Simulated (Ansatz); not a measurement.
# The perfect Pt wire along [110], 4 atoms a period, part 2 of 2

What gap, if any, does the Pt wire along [110], 4 atoms a period have, and how many channels would it open?

Ansatz 0.2.0; DFT PBE, plane waves, PAW; relaxation of a wire's period; PAW set soft_1 (the session's first sound run).

So far: The structure; Relaxation of atoms and period.

## Step 2: Relaxation of atoms and period (continued)

The steps of the relaxation:

```tsv
step	energy less that of the first step (eV)	largest force component (eV/Å)	pressure (GPa)	volume (Å³)
1	0.0000	1.2253	-3.98	290.46
2	-0.4568	1.9528	1.39	276.30
3	-0.8035	0.3412	0.11	267.64
4	-0.8225	0.1847	0.39	265.35
5	-0.8456	0.0209	0.20	266.19
6	-0.8472	0.0076	0.05	266.97
7*	-0.8433	0.0086	0.06	266.97
```

Relaxation steps marked * repeat the geometry before them on a plane-wave basis chosen anew for their cell, so energy and pressure can jump there.

Forces are held to the 8 operations that the run works with; a distortion that breaks them can't arise in this run.

```tsv
cell as run	before	after	change
c (Å)	2.807	2.580	-8.1 %
```

The atoms that moved most (Å, along periodic axes as changes of fractional coordinates times the final cell, across vacuum about the mean position):

```tsv
atom	dx	dy	dz	length
Pt1	0.269	0.000	0.000	0.269
Pt2	-0.269	0.000	0.000	0.269
Pt4	0.000	0.227	0.000	0.227
Pt3	0.000	-0.227	0.000	0.227
```

Final coordinates:

```cif
data_structure
_symmetry_space_group_name_H-M 'P 1'
_symmetry_Int_Tables_number 1
_cell_length_a 10.7700
_cell_length_b 9.6070
_cell_length_c 2.5803
_cell_angle_alpha 90.000
_cell_angle_beta 90.000
_cell_angle_gamma 90.000
_cell_volume 266.97
loop_
_atom_site_label
_atom_site_type_symbol
_atom_site_fract_x
_atom_site_fract_y
_atom_site_fract_z
_atom_site_occupancy
Pt1 Pt 0.34062 0.50001 0.00000 1
Pt2 Pt 0.65938 0.50001 0.00000 1
Pt3 Pt 0.50000 0.33030 0.50000 1
Pt4 Pt 0.50000 0.66972 0.50000 1
```

This step gave:

```yaml
energy_at_zero_smearing: -50093.4943 eV
cell_length_along_the_wire: 2.580 Å
```

The cell's length comes to 2.580 Å with spin left out.

## Step 3: The perfect wire

This step: DFT PBE, plane waves, PAW; bands of a perfect wire; PAW set soft_1 (Ansatz 0.2.0).

At the relaxed period the bands are computed along the axis; those that cross an energy going forward count the channels that a perfect wire would open there.

input.yaml

```yaml
crystal:
  lattice:
    - [10.77, 0.0, 0.0]
    - [0.0, 9.607, 0.0]
    - [0.0, 0.0, 2.5802747692]
  atoms:
    - { symbol: Pt, position: [0.340622848, 0.500011134, 0.0] }
    - { symbol: Pt, position: [0.659377152, 0.500011134, 0.0] }
    - { symbol: Pt, position: [0.5, 0.33030059, 0.5] }
    - { symbol: Pt, position: [0.5, 0.669721677, 0.5] }
kpoints:
  mp_grid: { grid: [1, 1, 32] }
  band_path: { path: ["Γ", Z], npoints: 90 }
scf:
  occupations: { method: fermi_dirac, width: 0.05 }
hamiltonian:
  xc: pbe
  pseudopotentials: { kind: paw, azcp: { folder: soft_1 } }
output:
  dos: { e_range: [-5, 4] }
  write_potential: true
  write_density: true
  volumetric_format: npy
```

The run is started by

```console
$ ansatz run input.yaml --threads 4 --pin off --max-ram 16384MiB --backend cpu --events-out ev --progress --plain --runs-dir out
```

Numbers of over 12 decimals in the logs are rounded to 6 here.

The program printed:

```text
[...]
Crystal: 4 atoms, lattice volume = 266.974 Å³
Basis set: ecut = 420 eV, 5235 PW (Γ)
Bands: 44, of which v1, the nominal top of the filled ones, is band 36 counted from 1 (35 counted from 0)
Symmetry: 8 space group operations
[...]
k-points: 17 of 32
[...]
SCF iter   1: F=—  HF=-50094.544223 eV  |F-HF|=—  |Δ(HF+E_count)|=         —  Δρ=3.64e-2  dr2=3.39e0  ethr=3.10e-3  ⟨swp⟩=7.5  Hψ=3077  notcnv=0
[...]
SCF iter  10: F=-50093.526033 eV  HF=-50093.526033 eV  |F-HF|=2.26e-8  |Δ(HF+E_count)|=   1.08e-8  Δρ=2.34e-6  dr2=3.00e-8  ethr=1.39e-10  ⟨swp⟩=10.4  Hψ=2056  notcnv=0
SCF 1 converged in 10 iterations: F = -50093.526033 eV  dr2 = 3.00e-8
[...]
NSCF: frozen V_eff on 91 k-points
WARN: The output density's exchange-correlation potential varies sharply where the density is thin. Do not read a vacuum level from v_tot or v_xc, or from such a field of the output density. On a cell that repeats whose density bears no net charge and no dipole along the vacuum's axis use v_es (v_loc + v_h of the components); under efield.dipole_correction with no amplitude use v_es + v_field, which holds any externa [...]
SCF converged after 10 iterations
Free energy (F): -50093.526033 eV
[...]
Internal energy: -50093.462764 eV  (E = F + TS)
E sigma→0 (E₀):  -50093.494399 eV
Entropy (-TS):   -0.063269 eV (-15.817 meV/atom)
Fermi energy:    1.010175 eV
[...]
--- Band table (eV; the first three rows and the last of 17) ---
  k-point 0: bands = [... 32 lower, 0.2933, 0.3434, 0.3661, 1.3248, 1.3847, 1.5923, 1.6245, 2.2950, ... 4 higher]
  k-point 1: bands = [... 32 lower, 0.3724, 0.3930, 0.4540, 1.2813, 1.3393, 1.4687, 1.4872, 2.3207, ... 4 higher]
  k-point 2: bands = [... 32 lower, 0.5038, 0.5409, 0.6327, 1.1497, 1.1608, 1.2147, 1.2441, 2.3947, ... 4 higher]
  k-point 16: bands = [... 32 lower, 0.3329, 0.4440, 1.3686, 1.3828, 4.6788, 4.7616, 5.0250, 5.2007, ... 4 higher]
```

Run time: 12 s. Hardware: 4 threads of Arm Neoverse V1, shared host; peak memory 0.79 GiB.

This step gave:

```yaml
energy_at_zero_smearing: -50093.4944 eV
band_gap: 0 eV
```

Electronic bands along the path, in eV, zero at the Fermi level:

```tsv
point	band 34	band 35	band 36	band 37	band 38	band 39	band 40	band 41
Γ	-0.67	-0.64	0.31	0.37	0.58	0.61	1.28	1.70
halfway	-0.75	-0.66	-0.57	-0.01	0.79	0.91	2.62	4.64
Z	-0.57	0.36	0.37	3.67	3.75	4.01	4.19	6.81
```

Between Γ and Z the bands cross the Fermi level 9 times, so a perfect wire would conduct at least 9 G₀, with spin left out.

## Step 4: Results

```
cell length, PBE                                            : 2.580 Å
ballistic conductance by band crossings, a lower bound, PBE : 9 G₀
```

In words: Under PBE the cell's length is 2.58 Å, and the bands cross the Fermi level 9 times between Γ and Z, which gives a perfect wire at least 9 G₀ (opposite crossings within one step of the path cancel in such a count). No spin was allowed, though thin wires with open d shells can turn magnetic. Spin-orbit coupling is left out, which matters for the bands of heavy atoms.

[Logs are printed without paths, hosts, clocks, repeated set-up lines and the standing remarks that a program may print on its own settings, such as how far it seeks lower states.]

[Hosts, paths, dates, database ids (printed as entryN), source tags and the programs' standing remarks are cut or masked in the printed files.]
